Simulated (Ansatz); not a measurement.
# The perfect C wire along [100], 25 atoms a period, H-terminated

Aim: is the C wire along [100], 25 atoms a period, H-terminated a metal or a semiconductor?

Calculated with Ansatz 0.2.0; DFT PBE, plane waves, PAW; relaxation of a wire's period; PAW set soft_1, in the first sound run; inputs show where later runs differ.

Most raw output is cut from this account.

## (1) Starting point

The cell holds 45 atoms: 25 C and 20 H. Its edges and angles: a = 15.233 Å, b = 15.233 Å, c = 3.570 Å, α = 90.0°, β = 90.0°, γ = 90.0°. Vacuum lies along a and b. The structure's axis is c.

## (2) Relaxing the period

Band widths follow the bond lengths, so the wire is relaxed first. The atoms and the third cell vector are free; the box across stays fixed as vacuum. A Fermi-Dirac smearing is set since the result may be a metal. The pressure printed is a third of the stress's trace over the whole box, vacuum included; only the stress along the axis is relaxed.

Input file input.yaml:

```yaml
crystal:
  lattice:
    - [15.233, 0.0, 0.0]
    - [0.0, 15.233, 0.0]
    - [0.0, 0.0, 3.57]
  atoms:
    - { symbol: C, position: [0.265649071, 0.500008685, 0.0] }
    - { symbol: C, position: [0.382828878, 0.382828878, 0.0] }
    - { symbol: C, position: [0.382828878, 0.617188492, 0.0] }
    - { symbol: C, position: [0.500008685, 0.265649071, 0.0] }
    - { symbol: C, position: [0.500008685, 0.500008685, 0.0] }
    - { symbol: C, position: [0.500008685, 0.734368299, 0.0] }
    - { symbol: C, position: [0.617188492, 0.382828878, 0.0] }
    - { symbol: C, position: [0.617188492, 0.617188492, 0.0] }
[... 33 atom lines left out ...]
    - { symbol: H, position: [0.457559246, 0.776817738, 0.818870504] }
    - { symbol: H, position: [0.542458124, 0.223199632, 0.818870504] }
    - { symbol: H, position: [0.659637931, 0.340379439, 0.818870504] }
    - { symbol: H, position: [0.776817738, 0.457559246, 0.818870504] }
kpoints:
  mp_grid: { grid: [1, 1, 23] }
scf:
  occupations: { method: fermi_dirac, width: 0.05 }
hamiltonian:
  xc: pbe
  pseudopotentials: { kind: paw, azcp: { folder: soft_1 } }
relax:
  cell: { fix: [a, b, alpha, beta, gamma] }
  max_steps: 45
  f_tol: 0.03
```

Run with:

```console
> ansatz run input.yaml --threads 4 --pin off --max-ram 16384MiB --backend cpu --events-out ev --progress --plain --runs-dir out
```

The job ended after 4.2 min (4 threads of Arm Neoverse V1, shared host; peak memory 2.3 GiB).

The steps of the relaxation:

```tsv
step	energy less that of the first step (eV)	largest force component (eV/Å)	pressure (GPa)	volume (Å³)
1	0.0000	0.7015	-0.19	828.40
2	-0.5475	0.4256	-0.30	859.26
3	-0.6644	0.1315	-0.13	851.73
4	-0.6689	0.0471	-0.05	851.10
5	-0.6694	0.0106	-0.01	851.15
6*	-0.6951	0.0126	0.04	851.15
7	-0.6947	0.0030	0.00	851.74
8*	-0.6952	0.0030	0.00	851.74
```

Relaxation steps marked * repeat the geometry before them on a plane-wave basis chosen anew for their cell, so energy and pressure can jump there.

Forces are held to the 8 operations that the run works with; a distortion that breaks them can't arise in this run.

```tsv
cell as run	before	after	change
c (Å)	3.570	3.671	+2.8 %
```

The atoms that moved most (Å, along periodic axes as changes of fractional coordinates times the final cell, across vacuum about the mean position):

```tsv
atom	dx	dy	dz	length
H11	0.009	0.009	-0.102	0.103
H44	-0.009	0.009	0.102	0.103
H41	0.009	-0.009	0.102	0.103
H14	-0.009	-0.009	-0.102	0.103
H32	-0.002	-0.010	0.096	0.097
H33	-0.010	-0.002	0.096	0.097
H25	-0.010	0.002	-0.096	0.097
H23	0.002	-0.010	-0.096	0.097
```

This step gave:

- cell length along the wire: 3.671 Å

The cell's length comes to 3.671 Å with spin left out.

## (3) The wire at its relaxed period

This step: DFT PBE, plane waves, PAW; bands of a perfect wire; PAW set soft_1 (Ansatz 0.2.0).

At the relaxed period the bands are computed along the axis; those that cross an energy going forward count the channels that a perfect wire would open there.

Input file input.yaml:

```yaml
crystal:
  lattice:
    - [15.233, 0.0, 0.0]
    - [0.0, 15.233, 0.0]
    - [0.0, 0.0, 3.6705897683]
  atoms:
    - { symbol: C, position: [0.266804168, 0.500008685, 0.0] }
    - { symbol: C, position: [0.384169712, 0.384169712, 0.992805407] }
    - { symbol: C, position: [0.384169712, 0.615847659, 0.007194593] }
    - { symbol: C, position: [0.500008685, 0.266804168, 0.0] }
    - { symbol: C, position: [0.500008685, 0.500008685, 0.0] }
    - { symbol: C, position: [0.500008685, 0.733213202, 0.0] }
    - { symbol: C, position: [0.615847659, 0.384169712, 0.007194593] }
    - { symbol: C, position: [0.615847659, 0.615847659, 0.992805407] }
[... 33 atom lines left out ...]
    - { symbol: H, position: [0.458259074, 0.776882902, 0.83576998] }
    - { symbol: H, position: [0.541758297, 0.223134469, 0.83576998] }
    - { symbol: H, position: [0.659021718, 0.340995652, 0.846793097] }
    - { symbol: H, position: [0.776882902, 0.458259074, 0.83576998] }
kpoints:
  mp_grid: { grid: [1, 1, 22] }
  band_path: { path: ["Γ", Z], npoints: 90 }
scf:
  occupations: { method: fermi_dirac, width: 0.05 }
hamiltonian:
  xc: pbe
  pseudopotentials: { kind: paw, azcp: { folder: soft_1 } }
output:
  dos: { e_range: [-5, 4] }
  write_potential: true
  write_density: true
  volumetric_format: npy
```

Run time: 5.8 min. Hardware: 4 threads; peak memory 4.8 GiB.

Numbers from this step:

```
band gap : 3.215 eV
```

The electronic bands at the labelled points (eV, zero at the Fermi level; v1 is the highest filled band, c1 the lowest empty one):

```tsv
point	v4	v3	v2	v1	c1	c2	c3	c4
Γ	-2.66	-2.61	-1.62	-1.62	1.60	2.16	2.16	2.17
halfway	-3.11	-2.62	-2.62	-2.25	2.29	2.82	2.82	2.83
Z	-3.77	-3.72	-3.31	-3.31	3.88	4.28	4.36	4.37
```

The gap is 3.22 eV, with spin left out.

The path shows a direct gap of 3.22 eV (valence top at Γ, conduction bottom at Γ).

## (4) Another level of theory, cutoff 500 eV, k-mesh 1×1×17

This step: DFT r2SCAN, plane waves, PAW; bands of a perfect wire at the PBE geometry; PAW set soft_1 (Ansatz 0.2.0).

The atoms stay at the PBE geometry and the functional changes. r2SCAN also reads the kinetic-energy density; it often gives larger moments and wider gaps than PBE, at a higher cost. Against the first PBE run of this kind, the cutoff is 500 eV against 420 and the mesh along the wire has 17 points against 22.

input.yaml: that of step 3 with these lines changed.

```diff
@@ -52,3 +52,3 @@
 kpoints:
-  mp_grid: { grid: [1, 1, 22] }
+  mp_grid: { grid: [1, 1, 17] }
   band_path: { path: ["Γ", Z], npoints: 90 }
@@ -57,8 +57,3 @@
 hamiltonian:
-  xc: pbe
+  xc: r2scan
   pseudopotentials: { kind: paw, azcp: { folder: soft_1 } }
-output:
-  dos: { e_range: [-5, 4] }
-  write_potential: true
-  write_density: true
-  volumetric_format: npy
```

Wall time 7.9 min (4 threads); peak memory 7.1 GiB.

Numbers from this step:

| Quantity | Value |
| --- | --- |
| band gap | 3.779 eV |

Electronic bands along the path, in eV, zero at the Fermi level; v1 is the highest filled band, c1 the lowest empty one:

```tsv
point	v4	v3	v2	v1	c1	c2	c3	c4
Γ	-3.00	-2.92	-1.90	-1.90	1.88	2.47	2.47	2.53
halfway	-3.47	-2.94	-2.94	-2.56	2.59	3.14	3.15	3.15
Z	-4.15	-4.11	-3.69	-3.69	4.16	4.56	4.71	4.72
```

The gap is 3.78 eV, against 3.22 eV under PBE at the relaxed period.

## (5) Levels at the same atoms, level HSE06, cutoff 420 eV

This step: DFT HSE06, plane waves, PAW; levels of a perfect wire at the PBE geometry; PAW set soft_1 (Ansatz 0.2.0).

The atoms stay at the PBE geometry and the functional changes. HSE06 mixes in a quarter of short-range exact exchange, which removes part of the self-interaction that closes gaps; it is dear, so the mesh is thinner and no path is run. Against the first PBE run of this kind, the mesh along the wire has 9 points against 22.

input.yaml: that of step 4 with these lines changed.

```diff
@@ -52,4 +52,3 @@
 kpoints:
-  mp_grid: { grid: [1, 1, 17] }
-  band_path: { path: ["Γ", Z], npoints: 90 }
+  mp_grid: { grid: [1, 1, 9] }
 scf:
@@ -57,3 +56,3 @@
 hamiltonian:
-  xc: r2scan
+  xc: hse06
   pseudopotentials: { kind: paw, azcp: { folder: soft_1 } }
```

It took 4.2 min on 4 threads; peak memory 13 GiB.

Numbers from this step:

| Property | Result |
| --- | --- |
| band gap | 4.119 eV |

The gap is 4.12 eV, against 3.22 eV under PBE at the relaxed period.

## (6) At a strained period, period over the relaxed period 1.06, k-mesh 1×1×16

This step: DFT PBE, plane waves, PAW; relaxation at a fixed period; PAW set soft_1 (Ansatz 0.2.0).

The period is set to 1.06 times the relaxed one and the atoms relax within it: strain changes bond lengths and angles, which shifts the bands against each other. Against the first PBE run of this kind, the mesh along the wire has 16 points against 22.

The cell differs from the one that the last finished run ended in (c 3.671 → 3.891 Å).

input.yaml: that of step 5 with these lines changed.

```diff
@@ -4,3 +4,3 @@
     - [0.0, 15.233, 0.0]
-    - [0.0, 0.0, 3.6705897683]
+    - [0.0, 0.0, 3.8908251543]
   atoms:
@@ -52,3 +52,4 @@
 kpoints:
-  mp_grid: { grid: [1, 1, 9] }
+  mp_grid: { grid: [1, 1, 16] }
+  band_path: { path: ["Γ", Z], npoints: 90 }
 scf:
@@ -56,3 +57,8 @@
 hamiltonian:
-  xc: hse06
+  xc: pbe
   pseudopotentials: { kind: paw, azcp: { folder: soft_1 } }
+relax:
+  max_steps: 40
+  f_tol: 0.02
+output:
+  stress: true
```

Wall time 6.1 min (4 threads); peak memory 5.1 GiB; 24 min of CPU time.

Relaxation path:

```tsv
step	energy less that of the first step (eV)	largest force component (eV/Å)
1	0.0000	0.6091
2	-0.4166	0.2136
3	-0.4595	0.0916
4	-0.4624	0.0256
5	-0.4625	0.0046
```

Forces are held to the 8 operations that the run works with; a distortion that breaks them can't arise in this run.

The atoms that moved most (Å):

```tsv
atom	dx	dy	dz	length
H11	0.001	0.001	-0.089	0.089
H44	-0.001	0.001	0.089	0.089
H41	0.001	-0.001	0.089	0.089
H14	-0.001	-0.001	-0.089	0.089
H42	-0.033	-0.038	0.069	0.085
H45	-0.038	-0.033	0.069	0.085
H15	-0.038	0.033	-0.069	0.085
H13	0.033	-0.038	-0.069	0.085
```

Numbers from this step:

```
band gap : 3.179 eV
```

Electronic bands along the path, in eV, zero at the Fermi level; v1 is the highest filled band, c1 the lowest empty one:

```tsv
point	v4	v3	v2	v1	c1	c2	c3	c4
Γ	-2.61	-2.44	-1.60	-1.60	1.58	2.12	2.13	2.13
halfway	-2.87	-2.81	-2.50	-2.50	2.22	2.71	2.71	2.75
Z	-3.72	-3.63	-3.57	-3.57	3.73	3.98	4.10	4.10
```

The gap is 3.18 eV, against 3.22 eV under PBE at the relaxed period.

## (7) Strain along the wire, period over the relaxed period 0.97, k-mesh 1×1×17

The period is set to 0.97 times the relaxed one and the atoms relax within it: strain changes bond lengths and angles, which shifts the bands against each other. Against the first PBE run of this kind, the mesh along the wire has 17 points against 22.

input.yaml: that of step 6 with these lines changed.

```diff
@@ -4,3 +4,3 @@
     - [0.0, 15.233, 0.0]
-    - [0.0, 0.0, 3.8908251543]
+    - [0.0, 0.0, 3.5604720752]
   atoms:
@@ -52,3 +52,3 @@
 kpoints:
-  mp_grid: { grid: [1, 1, 16] }
+  mp_grid: { grid: [1, 1, 17] }
   band_path: { path: ["Γ", Z], npoints: 90 }
```

Elapsed: 5.6 min, on 4 threads; peak memory 4.7 GiB; 22 min of CPU time.

Step by step:

```tsv
step	energy less that of the first step (eV)	largest force component (eV/Å)
1	0.0000	0.3169
2	-0.1127	0.1254
3	-0.1240	0.0598
4	-0.1247	0.0126
5	-0.1247	0.0127
```

The run keeps the 8 symmetry operations that it works with, so distortions that break them were not tested.

The atoms that moved most (Å):

```tsv
atom	dx	dy	dz	length
H43	-0.020	-0.025	-0.035	0.047
H40	-0.025	-0.020	-0.035	0.047
H12	0.020	-0.025	0.035	0.047
H10	-0.025	0.020	0.035	0.047
H13	-0.020	0.025	0.035	0.047
H15	0.025	-0.020	0.035	0.047
H45	0.025	0.020	-0.035	0.047
H42	0.020	0.025	-0.035	0.047
```

Numbers from this step:

| Item | Value |
| --- | --- |
| band gap | 3.218 eV |

The gap is 3.22 eV, against 3.22 eV under PBE at the relaxed period.

## (8) Summary of results

| Item | Value |
| --- | --- |
| cell length, PBE | 3.671 Å |
| gap, PBE | 3.22 eV |
| gap, r2SCAN | 3.78 eV |
| gap, HSE06 | 4.12 eV |
| gap, period scaled by 1.06 | 3.18 eV |
| gap, period scaled by 0.97 | 3.22 eV |

Under PBE the cell's length is 3.67 Å, and a gap of 3.22 eV makes it a semiconductor. At the relaxed period the wire is gapped under every functional, from 3.22 eV (PBE) to 4.12 eV (HSE06). Weak screening in one dimension makes quasiparticle gaps larger than the semilocal gaps, as a rule. A hybrid's gap is read on a coarse mesh, without a band path.

[Logs are printed without paths, hosts, clocks, repeated set-up lines and the standing remarks that a program may print on its own settings, such as how far it seeks lower states.]

[Hosts, paths, dates, database ids (printed as entryN), source tags and the programs' standing remarks are cut or masked in the printed files.]
